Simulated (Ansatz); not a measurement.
# TaNi3: which shell does photoemission see at 21.2 and 60 eV? (r²SCAN)

The valence band of TaNi3 mixes several shells. Work out by hand which one leads the spectrum's area at each photon energy.

Filled states come from the projected DOS of Ansatz 0.2.0 (r²SCAN, plane waves); cross sections σ and asymmetry parameters β are those of free atoms in a Dirac–Hartree–Slater calculation. A shell's area is states × σ × angular factor, which is 1 − β·P₂(cos θ)/2 for unpolarised light, with θ = 45° from the beam and P₂ = 0.250.

**At 21.2 eV** (states counted from 11.2 eV below the zero; other shells add 0.19 to the products' sum of 35.1):

| shell | filled states a cell | cross section (Mb an electron) | β | angular factor | product | share by hand (%) | share in the simulated spectrum (%) |
| --- | --- | --- | --- | --- | --- | --- | --- |
| Ta 5d | 4.00 | 5.18 | 0.40 | 0.95 | 19.7 | 56 | 56 |
| Ni 3d | 26.61 | 0.558 | -0.17 | 1.02 | 15.2 | 43 | 43 |

**At 60 eV** (states counted from 11.2 eV below the zero; other shells add 0.099 to the products' sum of 30.6):

```
shell  filled states a cell  cross section (Mb an electron)     β  angular factor  product  share by hand (%)  share in the simulated spectrum (%)
Ta 5d                  4.00                           0.435  1.27            0.84     1.46                  5                                    5
Ni 3d                 26.61                            1.14  0.33            0.96       29                 95                                   95
```

Ta 5d leads at 21.2 eV and Ni 3d at 60 eV. Between the two energies σ of Ta 5d changes by a factor 0.084 and that of Ni 3d by 2.0, so their ratio moves 24-fold in favour of the second. The simulated spectrum uses the same rule on the energy-resolved DOS, so the two share columns agree within a few points.

The potential files freeze Ta 4f, so these lines are missing from the sums. Only crystals where the two columns agree within 4 points and the lead is clear are worked in this form. Free-atom cross sections ignore the solid's final states, no escape depth or background enters, and the count of states a shell hangs on the projection.

[Logs are printed without paths, hosts, clocks, repeated set-up lines and the standing remarks that a program may print on its own settings, such as how far it seeks lower states.]
